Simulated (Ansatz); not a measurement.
# Site preference of a vacancy of P in glassy 61P2O5-28SrO-11Al2O3 (mol %) (97 atoms)

At which site of glassy 61P2O5-28SrO-11Al2O3 (mol %) (97 atoms) does a vacancy of P cost least, and what about the site decides it?

Method: Kohn-Sham DFT, PBE, PAW (set soft_2), plane waves, in Ansatz 0.2.0.

### 1. Set-up

The cell holds 97 atoms: 22 P, 5 Sr, 4 Al and 66 O. Cell: a = 11.092 Å, b = 11.092 Å, c = 11.092 Å, α = 90.0°, β = 90.0°, γ = 90.0°. 97 atoms (22 P, 5 Sr, 4 Al, 66 O) placed at random at 2.77 g/cm³, melted at 4000 K for 10 ps at fixed volume with the Morse and Coulomb pair potential with partial charges (Pedone, Malavasi, Menziani, Cormack and Segre, J. Phys. Chem. B 110, 11780 (2006)). Quenched from 4000 K to 300 K at 500 K/ps and fixed volume, held 10 ps at zero pressure.

What the set-up can't give: The quench rate of 500 K/ps is orders of magnitude faster than experiment, which tends to freeze in extra defects. The starting topology of bonds comes from the classical model, and needn't be the one that DFT or experiment would give. Only the Γ point is sampled, in a cell whose shortest periodic width is 11 Å.

### 2. Single point at the start

The forces at the start show how far the geometry lies from a minimum of this functional.

The input, input.yaml:

```yaml
crystal:
  lattice:
    - [11.09234, 0.0, 0.0]
    - [0.0, 11.09234, 0.0]
    - [0.0, 0.0, 11.09234]
  atoms:
    - { symbol: P, position: [0.42168, 0.49255, 0.64361] }
    - { symbol: P, position: [0.22494, 0.91284, 0.40971] }
    - { symbol: P, position: [0.44825, 0.81542, 0.96527] }
    - { symbol: P, position: [0.09013, 0.64054, 0.73732] }
    - { symbol: P, position: [0.9796, 0.30938, 0.7935] }
    - { symbol: P, position: [0.69205, 0.44258, 0.57523] }
    - { symbol: P, position: [0.31883, 0.35939, 0.0155] }
    - { symbol: P, position: [0.13614, 0.18466, 0.13593] }
    - { symbol: P, position: [0.83237, 0.97508, 0.38557] }
    - { symbol: P, position: [0.58268, 0.42027, 0.08921] }
    - { symbol: P, position: [0.94626, 0.22133, 0.33217] }
    - { symbol: P, position: [0.02591, 0.82325, 0.25865] }
    - { symbol: P, position: [0.72288, 0.11785, 0.04063] }
    - { symbol: P, position: [0.78094, 0.70154, 0.57711] }
    - { symbol: P, position: [0.95757, 0.55678, 0.28459] }
    - { symbol: P, position: [0.68783, 0.32335, 0.33172] }
    - { symbol: P, position: [0.3599, 0.76728, 0.58895] }
    - { symbol: P, position: [0.40475, 0.25408, 0.76909] }
    - { symbol: P, position: [0.30196, 0.43487, 0.38559] }
    - { symbol: P, position: [0.8416, 0.87812, 0.97168] }
    - { symbol: P, position: [0.24491, 0.6217, 0.96469] }
    - { symbol: P, position: [0.6465, 0.83222, 0.77404] }
    - { symbol: Sr, position: [0.56218, 0.01021, 0.48761] }
    - { symbol: Sr, position: [0.00352, 0.95084, 0.64847] }
    - { symbol: Sr, position: [0.91185, 0.54421, 0.00337] }
    - { symbol: Sr, position: [0.43869, 0.10172, 0.25111] }
    - { symbol: Sr, position: [0.64381, 0.72618, 0.23497] }
    - { symbol: Al, position: [0.70129, 0.2973, 0.83082] }
    - { symbol: Al, position: [0.04805, 0.43148, 0.52751] }
    - { symbol: Al, position: [0.04541, 0.06283, 0.88649] }
    - { symbol: Al, position: [0.32108, 0.98834, 0.7793] }
    - { symbol: O, position: [0.89771, 0.09169, 0.35382] }
    - { symbol: O, position: [0.02326, 0.47907, 0.19967] }
    - { symbol: O, position: [0.4402, 0.5207, 0.7837] }
    - { symbol: O, position: [0.22089, 0.09796, 0.19875] }
    - { symbol: O, position: [0.7204, 0.96046, 0.31398] }
    - { symbol: O, position: [0.81419, 0.19334, 0.10808] }
    - { symbol: O, position: [0.36931, 0.35197, 0.6796] }
    - { symbol: O, position: [0.82527, 0.55181, 0.24467] }
    - { symbol: O, position: [0.31874, 0.53663, 0.29861] }
    - { symbol: O, position: [0.99733, 0.88648, 0.14275] }
    - { symbol: O, position: [0.1784, 0.01608, 0.8192] }
    - { symbol: O, position: [0.60418, 0.94478, 0.71692] }
    - { symbol: O, position: [0.26208, 0.80487, 0.49461] }
    - { symbol: O, position: [0.48396, 0.79431, 0.53522] }
    - { symbol: O, position: [0.56085, 0.48337, 0.60913] }
    - { symbol: O, position: [0.34563, 0.85739, 0.69544] }
    - { symbol: O, position: [0.00087, 0.68802, 0.27474] }
    - { symbol: O, position: [0.82328, 0.29508, 0.32081] }
    - { symbol: O, position: [0.53187, 0.26853, 0.79796] }
    - { symbol: O, position: [0.81899, 0.97691, 0.5183] }
    - { symbol: O, position: [0.19261, 0.61022, 0.83647] }
    - { symbol: O, position: [0.07477, 0.35652, 0.88293] }
    - { symbol: O, position: [0.65878, 0.38635, 0.98048] }
    - { symbol: O, position: [0.98712, 0.17124, 0.79183] }
    - { symbol: O, position: [0.76336, 0.558, 0.59343] }
    - { symbol: O, position: [0.13615, 0.98961, 0.47157] }
    - { symbol: O, position: [0.03697, 0.22149, 0.22707] }
    - { symbol: O, position: [0.68689, 0.40689, 0.44316] }
    - { symbol: O, position: [0.28175, 0.48906, 0.99888] }
    - { symbol: O, position: [0.70213, 0.74866, 0.67969] }
    - { symbol: O, position: [0.22943, 0.2868, 0.09118] }
    - { symbol: O, position: [0.93145, 0.87982, 0.34709] }
    - { symbol: O, position: [0.71858, 0.34225, 0.66171] }
    - { symbol: O, position: [0.82166, 0.75818, 0.03206] }
    - { symbol: O, position: [0.7559, 0.86486, 0.85739] }
    - { symbol: O, position: [0.00118, 0.27354, 0.44565] }
    - { symbol: O, position: [0.57876, 0.55144, 0.11181] }
    - { symbol: O, position: [0.76956, 0.98365, 0.04004] }
    - { symbol: O, position: [0.99596, 0.35647, 0.66872] }
    - { symbol: O, position: [0.37343, 0.12968, 0.72842] }
    - { symbol: O, position: [0.07938, 0.13386, 0.0256] }
    - { symbol: O, position: [0.54712, 0.79102, 0.86778] }
    - { symbol: O, position: [0.11975, 0.77134, 0.70558] }
    - { symbol: O, position: [0.85706, 0.34529, 0.8465] }
    - { symbol: O, position: [0.9523, 0.92997, 0.91311] }
    - { symbol: O, position: [0.35176, 0.71398, 0.9635] }
    - { symbol: O, position: [0.59873, 0.13223, 0.09634] }
    [... 13 atom lines left out ...]
    - { symbol: O, position: [0.63305, 0.36618, 0.21115] }
    - { symbol: O, position: [0.36325, 0.6327, 0.62298] }
    - { symbol: O, position: [0.34217, 0.28661, 0.8932] }
    - { symbol: O, position: [0.34112, 0.31167, 0.33273] }
    - { symbol: O, position: [0.96236, 0.51352, 0.41745] }
    - { symbol: O, position: [0.39446, 0.93267, 0.91749] }
kpoints:
  mp_grid: { grid: [1, 1, 1] }
hamiltonian:
  xc: pbe
scf:
  occupations: { method: fermi_dirac, width: 0.025 }
output:
  forces: true
```

Run with:

```console
$ ansatz run input.yaml --threads 4 --pin off --max-ram 8192MiB --backend cpu --events-out ev --progress --plain --runs-dir out
```

The log of the run:

```text
[...]
Pseudopotentials: kind: paw
Pseudopotential: P, paw, valence charge 5, recommended cutoff 420 eV (normal), P.paw.azcp
Pseudopotential: Sr, paw, valence charge 10, recommended cutoff 420 eV (normal), Sr.paw.azcp
Pseudopotential: Al, paw, valence charge 3, recommended cutoff 420 eV (normal), Al.paw.azcp
Pseudopotential: O, paw, valence charge 6, recommended cutoff 420 eV (normal), O.paw.azcp
[... 5 lines on functional and potentials left out ...]
Crystal: 97 atoms, lattice volume = 1364.802 Å³
Basis set: ecut = 420 eV, 26745 PW (Γ), exchange–correlation on 150×150×150 points (8 copies of the dense FFT grid, shifted against one another)
Bands: 381, of which v1, the nominal top of the filled ones, is band 284 counted from 1 (283 counted from 0)
Symmetry: 1 space group operations
Space group: P1 (ITA 1), of the structure as read, at distance tolerance 1.1e-4 Å
k-points: 1
[... 9 lines on functional and potentials left out ...]
Initial density: superposition of atomic densities (neutral atoms: chi_scale 0, normalization atom), corrected by the library's trained network
Initial wavefunctions: pseudopotential atomic-orbital guess
[...]
SCF iter   1: F=—  HF=-73988.581112 eV  |F-HF|=—  |Δ(HF+E_count)|=         —  Δρ=5.85e-3  dr2=9.01e-1  ethr=1.77e-3  ⟨swp⟩=8.0  Hψ=2161  notcnv=0  defer=75
preconditioner: auto → Resta (q_TF=auto, 2.357 Å⁻¹)  ε∞=3.2  [insulator: Δε(μ)=2.227 eV  Ē_g=16.071 eV  σ=0.025 eV  W_gap=1.00  n_scr=304 (ndim 8)  ℏωp=23.7 eV  f_vac=0.171  D(μ)=0.00/eV (n_scr^D=0)  ε∞_Penn≈3.2]
SCF iter   2: F=—  HF=-73988.359012 eV  |F-HF|=—  |Δ(HF+E_count)|=   2.22e-1  Δρ=3.03e-3  dr2=2.17e-1  ethr=1.59e-4  ⟨swp⟩=3.0  Hψ=682  notcnv=0  defer=92
SCF iter   3: F=—  HF=-73988.299616 eV  |F-HF|=—  |Δ(HF+E_count)|=   5.94e-2  Δρ=1.37e-3  dr2=6.84e-2  ethr=3.82e-5  ⟨swp⟩=3.0  Hψ=624  notcnv=0  defer=40
automatic band count: iteration 3 solves 329 bands in place of 381: the levels show a gap, and the empty bands left out lie too high to hold charge; the band table lists the bands solved (type scf.n_extra_bands for more)
SCF iter   4: F=—  HF=-73988.276133 eV  |F-HF|=—  |Δ(HF+E_count)|=   2.35e-2  Δρ=6.57e-4  dr2=7.41e-3  ethr=1.20e-5  ⟨swp⟩=5.0  Hψ=539  notcnv=0  defer=40
SCF iter   5: F=—  HF=-73988.275198 eV  |F-HF|=—  |Δ(HF+E_count)|=   9.35e-4  Δρ=3.90e-4  dr2=1.92e-3  ethr=1.30e-6  ⟨swp⟩=4.0  Hψ=639  notcnv=0  defer=38
[...]
SCF iter  10: F=—  HF=-73988.272836 eV  |F-HF|=—  |Δ(HF+E_count)|=   1.20e-7  Δρ=4.03e-6  dr2=2.23e-7  ethr=2.17e-10  ⟨swp⟩=3.0  Hψ=559  notcnv=0  defer=38
SCF iter  11: F=-73988.272836 eV  HF=-73988.272836 eV  |F-HF|=1.31e-8  |Δ(HF+E_count)|=   8.18e-8  Δρ=1.29e-6  dr2=2.70e-8  ethr=1.76e-11  ⟨swp⟩=6.0  Hψ=1259  notcnv=0
SCF 1 converged in 11 iterations: F = -73988.272836 eV  dr2 = 2.70e-8
[...]
SCF converged after 11 iterations
Free energy (F): -73988.272836 eV
Harris-Foulkes:  -73988.272836 eV  (|F-HF|=1.31e-8)
Internal energy: -73988.272836 eV  (E = F + TS)
E sigma→0 (E₀):  -73988.272836 eV
Fermi energy:    5.820940 eV
--- Per-component energies (eV) ---
[...]
Σ components = -73988.272836   (vs F -73988.272836, Δ=0.00e0)
--- Forces (eV/Å), atoms counted from 1 ---
  atom   1  P     -1.03292184     0.70670942     2.25112539
  atom   2  P      0.16109098     0.19564891     2.96081888
  atom   3  P     -0.01388240     3.15574302     1.88885084
  atom   4  P     -2.14105301     2.34360785    -0.59170478
[...]
atom  97  O     -0.59911716     0.35975853    -0.00152241
  max |Σ_I F_I| component: 1.31e-4 eV/Å
```

Wall time 12 s (4 threads of Intel Xeon Platinum 8488C (Sapphire Rapids), shared host); peak memory 1.8 GiB.

The r.m.s. force at the start is 1.6 eV/Å.

### 3. Relaxation

With the cell held, the atoms are moved downhill towards a nearby minimum.

The input, input.yaml:

```yaml
crystal:
  lattice:
    - [11.09234, 0.0, 0.0]
    - [0.0, 11.09234, 0.0]
    - [0.0, 0.0, 11.09234]
  atoms:
    [... the 97 atom lines of step 2 ...]
kpoints:
  mp_grid: { grid: [1, 1, 1] }
hamiltonian:
  xc: pbe
scf:
  occupations: { method: fermi_dirac, width: 0.025 }
output:
  forces: true
relax:
  f_tol: 0.05
  max_steps: 120
```

The log of the run:

```text
[...]
Crystal: 97 atoms, lattice volume = 1364.802 Å³
Basis set: ecut = 420 eV, 26745 PW (Γ), exchange–correlation on 150×150×150 points (8 copies of the dense FFT grid, shifted against one another)
Bands: 381, of which v1, the nominal top of the filled ones, is band 284 counted from 1 (283 counted from 0)
Symmetry: 1 space group operations
[...]
k-points: 1
[...]
SCF iter   1: F=—  HF=-73988.581108 eV  |F-HF|=—  |Δ(HF+E_count)|=         —  Δρ=5.85e-3  dr2=9.01e-1  ethr=1.77e-3  ⟨swp⟩=8.0  Hψ=2161  notcnv=0  defer=75
[...]
SCF iter   7: F=-73988.272813 eV  HF=-73988.272822 eV  |F-HF|=9.63e-6  |Δ(HF+E_count)|=   5.24e-5  Δρ=6.59e-5  dr2=5.25e-5  ethr=1.10e-8  ⟨swp⟩=4.0  Hψ=1557  notcnv=0
SCF 1 converged in 7 iterations: F = -73988.272813 eV  dr2 = 5.25e-5
[...]
relax step   1: F+E_penalty+E_count = -73988.27281282 eV  Δ(F+E_penalty+E_count) = +0.000e0 eV  max|allowed force component| = 5.665e0 eV/Å  Δτ_max = 0.0000 Å  (7 SCF iters, dr2 threshold 6.25e-5 eV, accepted)
[...]
relax step   2: F+E_penalty+E_count = -73993.10563222 eV  Δ(F+E_penalty+E_count) = -4.833e0 eV  max|allowed force component| = 4.045e0 eV/Å  Δτ_max = 0.1978 Å  (7 SCF iters, dr2 threshold 1.00e-4 eV, accepted)
[...]
relax step   3: F+E_penalty+E_count = -73998.00427304 eV  Δ(F+E_penalty+E_count) = -4.899e0 eV  max|allowed force component| = 1.336e0 eV/Å  Δτ_max = 0.1922 Å  (7 SCF iters, dr2 threshold 1.00e-4 eV, accepted)
relax step   4: F+E_penalty+E_count = -73999.57712667 eV  Δ(F+E_penalty+E_count) = -1.573e0 eV  max|allowed force component| = 1.249e0 eV/Å  Δτ_max = 0.2000 Å  (7 SCF iters, dr2 threshold 1.00e-4 eV, accepted)
relax step   5: F+E_penalty+E_count = -74000.62431877 eV  Δ(F+E_penalty+E_count) = -1.047e0 eV  max|allowed force component| = 7.398e-1 eV/Å  Δτ_max = 0.1986 Å  (7 SCF iters, dr2 threshold 1.00e-4 eV, accepted)
relax step   6: F+E_penalty+E_count = -74001.38983088 eV  Δ(F+E_penalty+E_count) = -7.655e-1 eV  max|allowed force component| = 7.567e-1 eV/Å  Δτ_max = 0.2000 Å  (7 SCF iters, dr2 threshold 1.00e-4 eV, accepted)
relax step   7: F+E_penalty+E_count = -74001.79628989 eV  Δ(F+E_penalty+E_count) = -4.065e-1 eV  max|allowed force component| = 7.739e-1 eV/Å  Δτ_max = 0.1907 Å  (7 SCF iters, dr2 threshold 1.00e-4 eV, accepted)
relax step   8: F+E_penalty+E_count = -74002.34846501 eV  Δ(F+E_penalty+E_count) = -5.522e-1 eV  max|allowed force component| = 5.369e-1 eV/Å  Δτ_max = 0.2000 Å  (6 SCF iters, dr2 threshold 1.00e-4 eV, accepted)
relax step   9: F+E_penalty+E_count = -74002.69096529 eV  Δ(F+E_penalty+E_count) = -3.425e-1 eV  max|allowed force component| = 8.802e-1 eV/Å  Δτ_max = 0.1949 Å  (7 SCF iters, dr2 threshold 1.00e-4 eV, accepted)
relax step  10: F+E_penalty+E_count = -74003.00400201 eV  Δ(F+E_penalty+E_count) = -3.130e-1 eV  max|allowed force component| = 5.749e-1 eV/Å  Δτ_max = 0.2000 Å  (6 SCF iters, dr2 threshold 1.00e-4 eV, accepted)
relax step  11: F+E_penalty+E_count = -74003.17527647 eV  Δ(F+E_penalty+E_count) = -1.713e-1 eV  max|allowed force component| = 5.123e-1 eV/Å  Δτ_max = 0.1914 Å  (6 SCF iters, dr2 threshold 1.00e-4 eV, accepted)
relax step  12: F+E_penalty+E_count = -74003.37535435 eV  Δ(F+E_penalty+E_count) = -2.001e-1 eV  max|allowed force component| = 5.310e-1 eV/Å  Δτ_max = 0.2000 Å  (6 SCF iters, dr2 threshold 1.00e-4 eV, accepted)
relax step  13: F+E_penalty+E_count = -74003.42747716 eV  Δ(F+E_penalty+E_count) = -5.212e-2 eV  max|allowed force component| = 8.178e-1 eV/Å  Δτ_max = 0.1947 Å  (6 SCF iters, dr2 threshold 1.00e-4 eV, accepted)
relax step  14: F+E_penalty+E_count = -74003.50030771 eV  Δ(F+E_penalty+E_count) = -7.283e-2 eV  max|allowed force component| = 3.827e-1 eV/Å  Δτ_max = 0.1325 Å  (6 SCF iters, dr2 threshold 1.00e-4 eV, accepted)
relax step  15: F+E_penalty+E_count = -74003.60939632 eV  Δ(F+E_penalty+E_count) = -1.091e-1 eV  max|allowed force component| = 3.373e-1 eV/Å  Δτ_max = 0.2000 Å  (7 SCF iters, dr2 threshold 3.21e-5 eV, accepted)
relax step  16: F+E_penalty+E_count = -74003.72244882 eV  Δ(F+E_penalty+E_count) = -1.131e-1 eV  max|allowed force component| = 3.296e-1 eV/Å  Δτ_max = 0.1952 Å  (7 SCF iters, dr2 threshold 2.49e-5 eV, accepted)
relax step  17: F+E_penalty+E_count = -74003.81138111 eV  Δ(F+E_penalty+E_count) = -8.893e-2 eV  max|allowed force component| = 3.499e-1 eV/Å  Δτ_max = 0.1985 Å  (6 SCF iters, dr2 threshold 8.44e-5 eV, accepted)
relax step  18: F+E_penalty+E_count = -74003.93811202 eV  Δ(F+E_penalty+E_count) = -1.267e-1 eV  max|allowed force component| = 4.316e-1 eV/Å  Δτ_max = 0.1953 Å  (6 SCF iters, dr2 threshold 1.00e-4 eV, accepted)
relax step  19: F+E_penalty+E_count = -74004.08654464 eV  Δ(F+E_penalty+E_count) = -1.484e-1 eV  max|allowed force component| = 5.287e-1 eV/Å  Δτ_max = 0.1949 Å  (6 SCF iters, dr2 threshold 1.00e-4 eV, accepted)
relax step  20: F+E_penalty+E_count = -74004.20240677 eV  Δ(F+E_penalty+E_count) = -1.159e-1 eV  max|allowed force component| = 5.672e-1 eV/Å  Δτ_max = 0.1950 Å  (6 SCF iters, dr2 threshold 1.00e-4 eV, accepted)
relax step  21: F+E_penalty+E_count = -74004.41098370 eV  Δ(F+E_penalty+E_count) = -2.086e-1 eV  max|allowed force component| = 3.264e-1 eV/Å  Δτ_max = 0.2000 Å  (6 SCF iters, dr2 threshold 1.00e-4 eV, accepted)
relax step  22: F+E_penalty+E_count = -74004.51426258 eV  Δ(F+E_penalty+E_count) = -1.033e-1 eV  max|allowed force component| = 6.051e-1 eV/Å  Δτ_max = 0.1339 Å  (7 SCF iters, dr2 threshold 3.53e-5 eV, accepted)
relax step  23: F+E_penalty+E_count = -74004.60195267 eV  Δ(F+E_penalty+E_count) = -8.769e-2 eV  max|allowed force component| = 8.019e-1 eV/Å  Δτ_max = 0.1162 Å  (6 SCF iters, dr2 threshold 1.00e-4 eV, accepted)
relax step  24: F+E_penalty+E_count = -74004.70692177 eV  Δ(F+E_penalty+E_count) = -1.050e-1 eV  max|allowed force component| = 3.620e-1 eV/Å  Δτ_max = 0.2000 Å  (6 SCF iters, dr2 threshold 1.00e-4 eV, accepted)
relax step  25: F+E_penalty+E_count = -74004.78726916 eV  Δ(F+E_penalty+E_count) = -8.035e-2 eV  max|allowed force component| = 4.015e-1 eV/Å  Δτ_max = 0.1035 Å  (7 SCF iters, dr2 threshold 2.67e-5 eV, accepted)
relax step  26: F+E_penalty+E_count = -74004.78937542 eV  Δ(F+E_penalty+E_count) = -2.106e-3 eV  max|allowed force component| = 3.548e-1 eV/Å  Δτ_max = 0.2000 Å  (7 SCF iters, dr2 threshold 3.29e-5 eV, accepted)
relax step  27: F+E_penalty+E_count = -74004.86782580 eV  Δ(F+E_penalty+E_count) = -7.845e-2 eV  max|allowed force component| = 1.779e-1 eV/Å  Δτ_max = 0.1206 Å  (6 SCF iters, dr2 threshold 9.83e-5 eV, accepted)
relax step  28: F+E_penalty+E_count = -74004.81354807 eV  Δ(F+E_penalty+E_count) = +5.428e-2 eV  max|allowed force component| = 7.795e-1 eV/Å  Δτ_max = 0.2000 Å  (8 SCF iters, dr2 threshold 7.96e-6 eV, rejected (line search))
relax step  29: F+E_penalty+E_count = -74004.89205912 eV  Δ(F+E_penalty+E_count) = -2.423e-2 eV  max|allowed force component| = 7.875e-2 eV/Å  Δτ_max = 0.0668 Å  (10 SCF iters, accepted)
relax step  30: F+E_penalty+E_count = -74004.88915643 eV  Δ(F+E_penalty+E_count) = +2.903e-3 eV  max|allowed force component| = 2.589e-1 eV/Å  Δτ_max = 0.1000 Å  (9 SCF iters, rejected (line search))
[...]
relax step  31: F+E_penalty+E_count = -74004.90144941 eV  Δ(F+E_penalty+E_count) = -9.390e-3 eV  max|allowed force component| = 4.620e-2 eV/Å  Δτ_max = 0.0491 Å  (9 SCF iters, accepted)
SCF converged after 9 iterations
Free energy (F): -74004.901449 eV
[...]
Internal energy: -74004.901449 eV  (E = F + TS)
E sigma→0 (E₀):  -74004.901449 eV
Fermi energy:    5.434863 eV
[...]
--- Forces (eV/Å), atoms counted from 1 ---
  atom   1  P      0.01131422    -0.02257238     0.00881168
  atom   2  P     -0.00386958     0.00906997     0.00254669
  atom   3  P     -0.02126141     0.00675447    -0.00779792
  atom   4  P     -0.00521359    -0.00913012    -0.00671921
  atom   5  P      0.00345309     0.00460319     0.00490913
  atom   6  P      0.02035513    -0.02982361     0.00741608
  atom   7  P     -0.01725191     0.01063039     0.00800841
  atom   8  P     -0.00922226    -0.01245290     0.01279075
  atom   9  P     -0.00174671     0.02538910     0.02561975
  atom  10  P      0.02202563     0.00125203    -0.00896455
  atom  11  P     -0.01618506     0.01529937     0.01346128
  atom  12  P      0.00407234     0.01187622     0.01949998
  atom  13  P     -0.00679228     0.00750048     0.01623565
  atom  14  P      0.00535810    -0.01396185    -0.01999585
[...]
atom  96  O      0.01115499    -0.00314528    -0.00773376
  atom  97  O      0.00061440    -0.01404455     0.00132467
  max |Σ_I F_I| component: 1.09e-5 eV/Å
--- Relaxed structure (31 steps of the walk, 29 accepted, 0 SCFs on fresh bases) ---
  F+E_penalty+E_count = -74004.90144941 eV   max|allowed force component| = 4.620e-2 eV/Å
  atoms:
    - { symbol: P, position: [0.441195, 0.552403, 0.587174] }
    - { symbol: P, position: [0.223837, 0.958453, 0.424179] }
    - { symbol: P, position: [0.458711, 0.799547, 0.969424] }
    - { symbol: P, position: [0.097682, 0.640617, 0.719621] }
[...]
- { symbol: O, position: [0.367198, 0.892442, 0.927885] }
```

Run time: 4.3 min. Hardware: 4 threads; peak memory 1.8 GiB; 15 min of CPU time.

The relaxation converged after 31 steps, 16.6 eV below its start, with a largest force component of 0.046 eV/Å.

[end of part 1 of 3]

[Long decimals in the printed logs are rounded to 6 places.]

[Logs are printed without paths, hosts, clocks, repeated set-up lines and the standing remarks that a program may print on its own settings, such as how far it seeks lower states.]

[Hosts, paths, dates, database ids (printed as entryN), source tags and the programs' standing remarks are cut or masked in the printed files.]
